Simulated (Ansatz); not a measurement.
# ScAlB4 (built on the sites of a database entry of ScB2): a soft mode frozen in, part 2 of 3

Which phase does ScAlB4 (built on the sites of a database entry of ScB2) fall into along its unstable mode, and how much energy does it gain?

Ansatz 0.2.0; DFT LDA, scalar-relativistic, plane waves, PAW.

So far, highest frequency on the path or at a solved wavevector (cm⁻¹): step 2 (the dispersion) 744. Also lowest frequency on the path (cm⁻¹): step 2 -322.

The structure was built from a prototype and need not be the compound's stable phase.

## Step 4: The mode frozen in, largest atomic shift 0.32 Å

The atoms are moved along the unstable eigenvector, the largest shift by 0.32 Å, with the cell fixed.

input.yaml reads:

```yaml
crystal:
  lattice:
    - [0.0, -2.9945439792, -2.9945439792]
    - [0.0, 2.9945439792, -2.9945439792]
    - [5.9890879585, 0.0, 0.0]
  atoms:
    - { symbol: Sc, position: [0.0040012594, 0.5401949341, 0.75] }
    - { symbol: Sc, position: [0.4959987406, -0.0401949341, 0.25] }
    - { symbol: Al, position: [0.5027961108, 0.4719114712, 0.5] }
    - { symbol: Al, position: [-0.0027961108, 0.0280885288, 0.0] }
    - { symbol: B, position: [0.2054131492, 0.4378072657, 0.1440931116] }
    - { symbol: B, position: [0.7203315185, 0.0621927343, 0.6430345546] }
    - { symbol: B, position: [0.7796684815, 0.4378072657, 0.1430345546] }
    - { symbol: B, position: [0.2945868508, 0.0621927343, 0.6440931116] }
    - { symbol: B, position: [0.5061910603, 0.8620594335, 0.8511192623] }
    - { symbol: B, position: [-0.0061910603, 0.2121958988, 0.3617530715] }
    - { symbol: B, position: [0.5061910603, 0.2878041012, 0.8617530715] }
    - { symbol: B, position: [-0.0061910603, 0.6379405665, 0.3511192623] }
kpoints:
  mp_grid: { grid: [8, 8, 6] }
hamiltonian:
  xc: lda
scf:
  occupations: { method: methfessel_paxton, width: 0.2 }
output:
  forces: true
  stress: true
  eigenvalues: true
```

Run with:

```sh
$ ansatz run input.yaml --threads 8 --pin off --max-ram 14336MiB --backend cpu --events-out ev --progress --plain --runs-dir out
```

Numbers of over 12 decimals in the logs are rounded to 6 here.

The log of the run:

```text
[...]
Crystal: 12 atoms, lattice volume = 107.412 Å³
Basis set: ecut = 420 eV, 2101 PW (Γ)
Bands: 38, of which v1, the nominal top of the filled ones, is band 26 counted from 1 (25 counted from 0)
Symmetry: 2 space group operations
[...]
k-points: 136 of 384 (time reversal used)
[...]
k-point 0: bands = [... 22 lower, 9.3502, 9.4185, 10.9217, 11.5638, 12.5896, 13.7059, 13.9716, 14.7411, ... 8 higher]
  k-point 1: bands = [... 22 lower, 9.5514, 9.7675, 10.7866, 11.8776, 12.3470, 13.4392, 13.9698, 14.8221, ... 8 higher]
  k-point 2: bands = [... 22 lower, 10.0875, 10.1923, 10.6944, 12.1133, 12.3470, 12.6217, 14.0120, 14.9684, ... 8 higher]
  k-point 135: bands = [... 22 lower, 11.2440, 11.2440, 11.9841, 11.9841, 13.9952, 13.9952, 14.6802, 14.6802, ... 8 higher]
[key lines of the parts left out:]
SCF converged after 6 iterations
Free energy (F): -6397.667696 eV
Fermi energy:    12.310608 eV
P = ⅓ Tr σ = 4.1778 GPa (41.778 kbar)
```

Elapsed: 12 s, on 8 threads of Arm Neoverse N1, shared host; peak memory 0.75 GiB; 91 s of CPU time.

This step gave:

```yaml
pressure: 4.178 GPa
energy_from_the_undistorted_cell: -23.28 meV/atom
```

The energy, extrapolated to zero smearing, is -23.28 meV/atom against the undistorted cell.

The run ends at a pressure of 4.18 GPa, with forces up to 0.84 eV/Å.

## Step 5: Energy along the mode, all amplitudes (two of the runs are shown above)

An imaginary frequency means negative curvature, so the energy should fall and then rise again as anharmonic terms take over.

Numbers from this step:

- depth at the lowest point sampled: 23.28 meV/atom
- largest atomic shift at that point: 0.32 Å

Table of energy from the parent by largest atomic shift:

| largest atomic shift (Å) | energy from the parent (meV/atom) |
| --- | --- |
| 0.000 | 0 |
| 0.040 | -0.813 |
| 0.080 | -3.20 |
| 0.140 | -8.86 |
| 0.220 | -17.8 |
| 0.320 | -23.3 |
| 0.450 | 0.599 |
| 0.600 | 112 |

Displacement at unit largest shift by atom:

| atom | x (Å) | y (Å) | z (Å) | size |
| --- | --- | --- | --- | --- |
| Sc1 | 0.000 | 0.339 | -0.414 | 0.535 |
| Sc2 | 0.000 | -0.339 | 0.414 | 0.535 |
| Al3 | 0.000 | -0.289 | 0.237 | 0.374 |
| Al4 | 0.000 | 0.289 | -0.237 | 0.374 |
| B5 | 0.010 | -0.512 | 0.652 | 0.829 |
| B6 | -0.010 | 0.512 | -0.652 | 0.829 |
| B7 | -0.010 | -0.512 | 0.652 | 0.829 |
| B8 | 0.010 | 0.512 | -0.652 | 0.829 |
| B9 | -0.100 | 0.643 | -0.759 | 1.000 |
| B10 | 0.100 | -0.643 | 0.759 | 1.000 |
| B11 | 0.100 | 0.643 | -0.759 | 1.000 |
| B12 | -0.100 | -0.643 | 0.759 | 1.000 |

The lowest of the steps tried is at 0.32 Å, 23.3 meV/atom below the parent; the bottom of the well need not coincide with a step.

## Step 6: Relaxing from the distorted cell

Starting from the lowest point found, all atoms and the cell are let go, so that strain and other modes of the same symmetry can join in.

input.yaml: that of step 4 with these lines changed.

```diff
@@ -28 +28,6 @@
   eigenvalues: true
+relax:
+  adjacent_minimum: "off"
+  f_tol: 0.002
+  max_steps: 120
+  cell: { stress_tol: 0.03 }
```

The log of the run:

```text
[...]
Crystal: 12 atoms, lattice volume = 107.412 Å³
Basis set: ecut = 420 eV, 2101 PW (Γ)
Bands: 38, of which v1, the nominal top of the filled ones, is band 26 counted from 1 (25 counted from 0)
Symmetry: 2 space group operations
[...]
k-points: 136 of 384 (time reversal used)
[...]
SCF iter   1: F=—  HF=-6397.701851 eV  |F-HF|=—  |Δ(HF+E_count)|=         —  Δρ=8.33e-3  dr2=1.12e-1  ethr=1.77e-3  ⟨swp⟩=5.8  Hψ=24491  notcnv=0
[...]
SCF iter   6: F=-6397.667696 eV  HF=-6397.667696 eV  |F-HF|=8.47e-9  |Δ(HF+E_count)|=   1.16e-7  S|Δr|=    0.00e0  Δρ=3.73e-6  dr2=1.34e-8  ethr=1.92e-10  ⟨swp⟩=10.2  Hψ=22814  notcnv=0
SCF 1 converged in 6 iterations: F = -6397.667696 eV  dr2 = 1.34e-8
[...]
relax step   1: F+E_penalty+E_count = -6397.66769621 eV  Δ(F+E_penalty+E_count) = +0.000e0 eV  max|allowed force component| = 6.096e-1 eV/Å  Δτ_max = 0.0000 Å  P = +4.178 GPa  Ω = 107.412 Å³  (6 SCF iters, dr2 threshold 1.00e-7 eV, accepted)
Crystal: 12 atoms, lattice volume = 109.803 Å³
Basis set: ecut = 420 eV, 2139 PW (Γ)
[...]
SCF iter   5: F=-6398.179360 eV  HF=-6398.179360 eV  |F-HF|=1.96e-7  |Δ(HF+E_count)|=   4.51e-6  S|Δr|=    0.00e0  Δρ=2.02e-5  dr2=3.60e-7  ethr=2.31e-9  ⟨swp⟩=7.6  Hψ=23413  notcnv=0
SCF 2 converged in 5 iterations: F = -6398.179360 eV  dr2 = 3.60e-7
relax step   2: F+E_penalty+E_count = -6398.17935953 eV  Δ(F+E_penalty+E_count) = -5.117e-1 eV  max|allowed force component| = 7.511e-1 eV/Å  Δτ_max = 0.0657 Å  P = +0.196 GPa  Ω = 109.803 Å³  energy of the carried Pulay correction = -3.151e-3 eV  (5 SCF iters, dr2 threshold 1.20e-6 eV, accepted)
Crystal: 12 atoms, lattice volume = 111.368 Å³
Basis set: ecut = 420 eV, 2161 PW (Γ)
[...]
SCF iter   5: F=-6398.824661 eV  HF=-6398.824661 eV  |F-HF|=3.59e-7  |Δ(HF+E_count)|=   5.60e-6  S|Δr|=    0.00e0  Δρ=2.40e-5  dr2=6.01e-7  ethr=2.31e-9  ⟨swp⟩=7.9  Hψ=24533  notcnv=0
SCF 3 converged in 5 iterations: F = -6398.824661 eV  dr2 = 6.01e-7
relax step   3: F+E_penalty+E_count = -6398.82466113 eV  Δ(F+E_penalty+E_count) = -6.453e-1 eV  max|allowed force component| = 8.751e-1 eV/Å  Δτ_max = 0.0701 Å  P = -2.059 GPa  Ω = 111.368 Å³  energy of the carried Pulay correction = -5.176e-3 eV  (5 SCF iters, dr2 threshold 1.20e-6 eV, accepted)
[... from here on, the SCF cycles and remarks between the steps are left out ...]
relax step   4: F+E_penalty+E_count = -6399.53643861 eV  Δ(F+E_penalty+E_count) = -7.118e-1 eV  max|allowed force component| = 1.048e0 eV/Å  Δτ_max = 0.0728 Å  P = -2.946 GPa  Ω = 112.357 Å³  energy of the carried Pulay correction = -6.440e-3 eV  (5 SCF iters, dr2 threshold 1.20e-6 eV, accepted)
relax step   5: F+E_penalty+E_count = -6400.38866253 eV  Δ(F+E_penalty+E_count) = -8.522e-1 eV  max|allowed force component| = 8.344e-1 eV/Å  Δτ_max = 0.0874 Å  P = -0.572 GPa  Ω = 111.522 Å³  energy of the carried Pulay correction = -5.374e-3 eV  (5 SCF iters, dr2 threshold 1.20e-6 eV, accepted)
relax step   6: F+E_penalty+E_count = -6401.06428773 eV  Δ(F+E_penalty+E_count) = -6.756e-1 eV  max|allowed force component| = 6.283e-1 eV/Å  Δτ_max = 0.2000 Å  P = +2.535 GPa  Ω = 111.739 Å³  energy of the carried Pulay correction = -5.651e-3 eV  (6 SCF iters, dr2 threshold 1.20e-6 eV, accepted)
relax step   7: F+E_penalty+E_count = -6401.53368469 eV  Δ(F+E_penalty+E_count) = -4.694e-1 eV  max|allowed force component| = 1.092e0 eV/Å  Δτ_max = 0.1190 Å  P = +1.716 GPa  Ω = 113.383 Å³  energy of the carried Pulay correction = -7.740e-3 eV  (6 SCF iters, dr2 threshold 1.20e-6 eV, accepted)
relax step   8: F+E_penalty+E_count = -6401.49125636 eV  Δ(F+E_penalty+E_count) = +4.243e-2 eV  max|allowed force component| = 6.353e-1 eV/Å  Δτ_max = 0.0581 Å  P = -3.243 GPa  Ω = 115.409 Å³  energy of the carried Pulay correction = -1.027e-2 eV  (5 SCF iters, dr2 threshold 1.20e-6 eV, rejected (line search))
relax step   9: F+E_penalty+E_count = -6401.66007366 eV  Δ(F+E_penalty+E_count) = -1.264e-1 eV  max|allowed force component| = 6.572e-1 eV/Å  Δτ_max = 0.0596 Å  P = -1.855 GPa  Ω = 114.011 Å³  energy of the carried Pulay correction = -8.531e-3 eV  (9 SCF iters, accepted)
relax step  10: F+E_penalty+E_count = -6401.77845485 eV  Δ(F+E_penalty+E_count) = -1.184e-1 eV  max|allowed force component| = 2.440e-1 eV/Å  Δτ_max = 0.0800 Å  P = -0.505 GPa  Ω = 113.132 Å³  energy of the carried Pulay correction = -7.424e-3 eV  (5 SCF iters, dr2 threshold 1.20e-6 eV, accepted)
relax step  11: F+E_penalty+E_count = -6401.84159614 eV  Δ(F+E_penalty+E_count) = -6.314e-2 eV  max|allowed force component| = 2.833e-1 eV/Å  Δτ_max = 0.0959 Å  P = +0.231 GPa  Ω = 112.509 Å³  energy of the carried Pulay correction = -6.633e-3 eV  (5 SCF iters, dr2 threshold 1.20e-6 eV, accepted)
relax step  12: F+E_penalty+E_count = -6401.90229992 eV  Δ(F+E_penalty+E_count) = -6.070e-2 eV  max|allowed force component| = 5.556e-1 eV/Å  Δτ_max = 0.1405 Å  P = +1.648 GPa  Ω = 111.085 Å³  energy of the carried Pulay correction = -4.811e-3 eV  (6 SCF iters, dr2 threshold 1.20e-6 eV, accepted)
relax step  13: F+E_penalty+E_count = -6401.92468965 eV  Δ(F+E_penalty+E_count) = -2.239e-2 eV  max|allowed force component| = 4.358e-1 eV/Å  Δτ_max = 0.1115 Å  P = +3.152 GPa  Ω = 110.332 Å³  energy of the carried Pulay correction = -3.839e-3 eV  (5 SCF iters, dr2 threshold 1.20e-6 eV, accepted)
relax step  14: F+E_penalty+E_count = -6401.96144012 eV  Δ(F+E_penalty+E_count) = -3.675e-2 eV  max|allowed force component| = 3.904e-1 eV/Å  Δτ_max = 0.0782 Å  P = +0.395 GPa  Ω = 112.326 Å³  energy of the carried Pulay correction = -6.401e-3 eV  (5 SCF iters, dr2 threshold 1.20e-6 eV, accepted)
relax step  15: F+E_penalty+E_count = -6402.02216509 eV  Δ(F+E_penalty+E_count) = -6.072e-2 eV  max|allowed force component| = 6.892e-1 eV/Å  Δτ_max = 0.1457 Å  P = -1.372 GPa  Ω = 113.824 Å³  energy of the carried Pulay correction = -8.296e-3 eV  (5 SCF iters, dr2 threshold 1.20e-6 eV, accepted)
relax step  16: F+E_penalty+E_count = -6402.22755435 eV  Δ(F+E_penalty+E_count) = -2.054e-1 eV  max|allowed force component| = 8.955e-1 eV/Å  Δτ_max = 0.0855 Å  P = -1.008 GPa  Ω = 114.200 Å³  energy of the carried Pulay correction = -8.768e-3 eV  (5 SCF iters, dr2 threshold 1.20e-6 eV, accepted)
[...]
relax step  25: F+E_penalty+E_count = -6404.45917272 eV  Δ(F+E_penalty+E_count) = -7.836e-2 eV  max|allowed force component| = 3.884e-1 eV/Å  Δτ_max = 0.1048 Å  P = -0.633 GPa  Ω = 117.640 Å³  energy of the carried Pulay correction = -1.301e-2 eV  (6 SCF iters, dr2 threshold 1.20e-6 eV, accepted)
relax step  26: F+E_penalty+E_count = -6404.61241648 eV  Δ(F+E_penalty+E_count) = -1.532e-1 eV  max|allowed force component| = 5.603e-1 eV/Å  Δτ_max = 0.2000 Å  P = -0.258 GPa  Ω = 115.051 Å³  energy of the carried Pulay correction = -9.829e-3 eV  (6 SCF iters, dr2 threshold 1.20e-6 eV, accepted)
relax step  27: F+E_penalty+E_count = -6404.77498562 eV  Δ(F+E_penalty+E_count) = -1.626e-1 eV  max|allowed force component| = 7.682e-1 eV/Å  Δτ_max = 0.1952 Å  P = +0.969 GPa  Ω = 112.075 Å³  energy of the carried Pulay correction = -6.081e-3 eV  (6 SCF iters, dr2 threshold 1.20e-6 eV, accepted)
relax step  28: F+E_penalty+E_count = -6404.80570457 eV  Δ(F+E_penalty+E_count) = -3.072e-2 eV  max|allowed force component| = 2.490e-1 eV/Å  Δτ_max = 0.1019 Å  P = -0.646 GPa  Ω = 113.794 Å³  energy of the carried Pulay correction = -8.258e-3 eV  (5 SCF iters, dr2 threshold 1.20e-6 eV, accepted)
relax step  29: F+E_penalty+E_count = -6404.88479725 eV  Δ(F+E_penalty+E_count) = -7.909e-2 eV  max|allowed force component| = 7.773e-2 eV/Å  Δτ_max = 0.0857 Å  P = +0.111 GPa  Ω = 112.942 Å³  energy of the carried Pulay correction = -7.184e-3 eV  (5 SCF iters, dr2 threshold 1.20e-6 eV, accepted)
relax step  30: F+E_penalty+E_count = -6404.88811615 eV  Δ(F+E_penalty+E_count) = -3.319e-3 eV  max|allowed force component| = 2.336e-2 eV/Å  Δτ_max = 0.0110 Å  P = -0.056 GPa  Ω = 112.970 Å³  energy of the carried Pulay correction = -7.219e-3 eV  (4 SCF iters, dr2 threshold 1.20e-6 eV, accepted)
relax step  31: F+E_penalty+E_count = -6404.88852789 eV  Δ(F+E_penalty+E_count) = -4.117e-4 eV  max|allowed force component| = 1.688e-2 eV/Å  Δτ_max = 0.0024 Å  P = -0.023 GPa  Ω = 112.949 Å³  energy of the carried Pulay correction = -7.192e-3 eV  (4 SCF iters, dr2 threshold 5.43e-7 eV, accepted)
relax step  32: F+E_penalty+E_count = -6404.88858514 eV  Δ(F+E_penalty+E_count) = -5.725e-5 eV  max|allowed force component| = 4.109e-3 eV/Å  Δτ_max = 0.0017 Å  P = -0.001 GPa  Ω = 112.936 Å³  energy of the carried Pulay correction = -7.176e-3 eV  (5 SCF iters, dr2 threshold 2.17e-8 eV, accepted)
relax step  33: F+E_penalty+E_count = -6404.88859071 eV  Δ(F+E_penalty+E_count) = -5.567e-6 eV  max|allowed force component| = 2.285e-3 eV/Å  Δτ_max = 0.0010 Å  P = +0.001 GPa  Ω = 112.935 Å³  energy of the carried Pulay correction = -7.175e-3 eV  (5 SCF iters, dr2 threshold 1.06e-9 eV, accepted)
relax step  34: F+E_penalty+E_count = -6404.88859480 eV  Δ(F+E_penalty+E_count) = -4.094e-6 eV  max|allowed force component| = 2.973e-4 eV/Å  Δτ_max = 0.0003 Å  P = +0.001 GPa  Ω = 112.935 Å³  energy of the carried Pulay correction = -7.175e-3 eV  (5 SCF iters, dr2 threshold 3.26e-10 eV, accepted)
relax step  35: F+E_penalty+E_count = -6404.90838044 eV  Δ(F+E_penalty+E_count) = -1.979e-2 eV  max|allowed force component| = 2.719e-3 eV/Å  Δτ_max = 0.0000 Å  P = +0.206 GPa  Ω = 112.935 Å³  stress off target by 4.19e-1 GPa  SCF on the basis re-selected at this cell (its energy is not comparable with the rows above)  (5 SCF iters)
relax step  36: F+E_penalty+E_count = -6404.90829736 eV  Δ(F+E_penalty+E_count) = +8.308e-5 eV  max|allowed force component| = 7.773e-3 eV/Å  Δτ_max = 0.0017 Å  P = -0.066 GPa  Ω = 113.082 Å³  energy of the carried Pulay correction = -2.026e-4 eV  (4 SCF iters, dr2 threshold 4.39e-7 eV, accepted)
relax step  37: F+E_penalty+E_count = -6404.90841448 eV  Δ(F+E_penalty+E_count) = -1.171e-4 eV  max|allowed force component| = 1.844e-3 eV/Å  Δτ_max = 0.0009 Å  P = -0.006 GPa  Ω = 113.055 Å³  energy of the carried Pulay correction = -1.642e-4 eV  (4 SCF iters, dr2 threshold 1.03e-7 eV, accepted)
[...]
SCF iter   4: F=-6404.908583 eV  HF=-6404.908583 eV  |F-HF|=4.55e-12  |Δ(HF+E_count)|=  2.00e-11  S|Δr|=    0.00e0  Δρ=7.85e-8  dr2=7.47e-12  ethr=1.00e-12  ⟨swp⟩=6.5  Hψ=18321  notcnv=0
SCF 38 converged in 4 iterations: F = -6404.908583 eV  dr2 = 7.47e-12
relax step  38: F+E_penalty+E_count = -6404.90858268 eV  Δ(F+E_penalty+E_count) = -1.682e-4 eV  max|allowed force component| = 1.822e-3 eV/Å  Δτ_max = 0.0000 Å  P = -0.005 GPa  Ω = 113.055 Å³  stress off target by 1.65e-2 GPa  SCF on the basis re-selected at this cell (its energy is not comparable with the rows above)  (4 SCF iters)
[...]
SCF converged after 4 iterations
[...]
Free energy (F): -6404.908583 eV
[...]
Internal energy: -6404.911953 eV  (E = F + TS)
E sigma→0 (E₀):  -6404.909425 eV
Entropy (-TS):   0.003370 eV (0.281 meV/atom)
Fermi energy:    11.677661 eV
Step filling:    the computed levels leave a gap of 0.0144 eV = 0.1 smearing widths at the electron count; against every level under it full and every level over it empty, smearing changes F+E_penalty+E_count by +1.753 meV and its σ→0 estimate by +0.911 meV
[...]
--- Forces (eV/Å), atoms counted from 1 ---
  atom   1  Sc    -0.00033695     0.00033372    -0.00007621
  atom   2  Sc    -0.00033695    -0.00033372     0.00007621
  atom   3  Al    -0.00030057    -0.00003113    -0.00007284
  atom   4  Al    -0.00030057     0.00003113     0.00007284
  atom   5  B     -0.00010142     0.00140761     0.00029151
  atom   6  B     -0.00003141     0.00058592     0.00164104
  atom   7  B     -0.00003141    -0.00058592    -0.00164104
  atom   8  B     -0.00010142    -0.00140761    -0.00029151
  atom   9  B      0.00023018     0.00139109    -0.00182192
  atom  10  B      0.00055341     0.00052928    -0.00072728
  atom  11  B      0.00055341    -0.00052928     0.00072728
  atom  12  B      0.00023018    -0.00139109     0.00182192
  max |Σ_I F_I| component: 2.65e-5 eV/Å
--- Stress (GPa, compression-positive) ---
       -0.002565      -0.000000      -0.000000
       -0.000000      -0.009009      -0.009281
       -0.000000      -0.009281      -0.004889
  P = ⅓ Tr σ = -0.0055 GPa (-0.055 kbar)
--- Band table (eV; the first three rows and the last of 136) ---
  k-point 0: bands = [... 22 lower, 8.9539, 9.9371, 10.8466, 12.0415, 12.3514, 12.6285, 12.9741, 13.5479, ... 8 higher]
  k-point 1: bands = [... 22 lower, 8.9813, 9.8610, 10.8628, 11.7668, 12.5011, 12.5035, 13.2561, 13.5708, ... 8 higher]
  k-point 2: bands = [... 22 lower, 9.5912, 9.7789, 11.0563, 11.4376, 12.2169, 12.3662, 13.5509, 13.5969, ... 8 higher]
  k-point 135: bands = [... 22 lower, 9.9921, 9.9921, 10.4751, 10.4751, 13.0674, 13.0674, 13.3963, 13.3963, ... 8 higher]
--- Relaxed structure (36 steps of the walk, 34 accepted, 2 SCFs on fresh bases) ---
  F+E_penalty+E_count = -6404.90858268 eV   max|allowed force component| = 1.822e-3 eV/Å   (the final SCF, on the basis selected at the relaxed cell)
  cell:  # Å, volume = 113.0551 Å³
    - [0.0, -3.091616, -3.091477]
    - [0.0, 3.213436, -3.213297]
    - [5.690153, 0.0, 0.0]
  atoms:
    - { symbol: Sc, position: [0.250039, 0.633928, 0.814144] }
    - { symbol: Sc, position: [0.249961, -0.133928, 0.314144] }
    - { symbol: Al, position: [0.749997, 0.449598, 0.505190] }
    - { symbol: Al, position: [-0.249997, 0.050402, 0.00519026] }
    - { symbol: B, position: [0.063316, 0.378651, 0.171380] }
    - { symbol: B, position: [1.063327, 0.121334, 0.671386] }
    - { symbol: B, position: [0.436673, 0.378666, 0.171386] }
    - { symbol: B, position: [0.436684, 0.121349, 0.671380] }
    - { symbol: B, position: [0.749993, 0.907615, 0.629214] }
    - { symbol: B, position: [0.249988, 0.357085, 0.458685] }
    - { symbol: B, position: [0.250012, 0.142915, 0.958685] }
    - { symbol: B, position: [-0.249993, 0.592385, 0.129214] }
```

Elapsed: 9.4 min, on 8 threads; peak memory 0.95 GiB.

(Part 2 of 3 ends here.)

[Logs are printed without paths, hosts, clocks, repeated set-up lines and the standing remarks that a program may print on its own settings, such as how far it seeks lower states.]

[Hosts, paths, dates, database ids (printed as entryN), source tags and the programs' standing remarks are cut or masked in the printed files.]
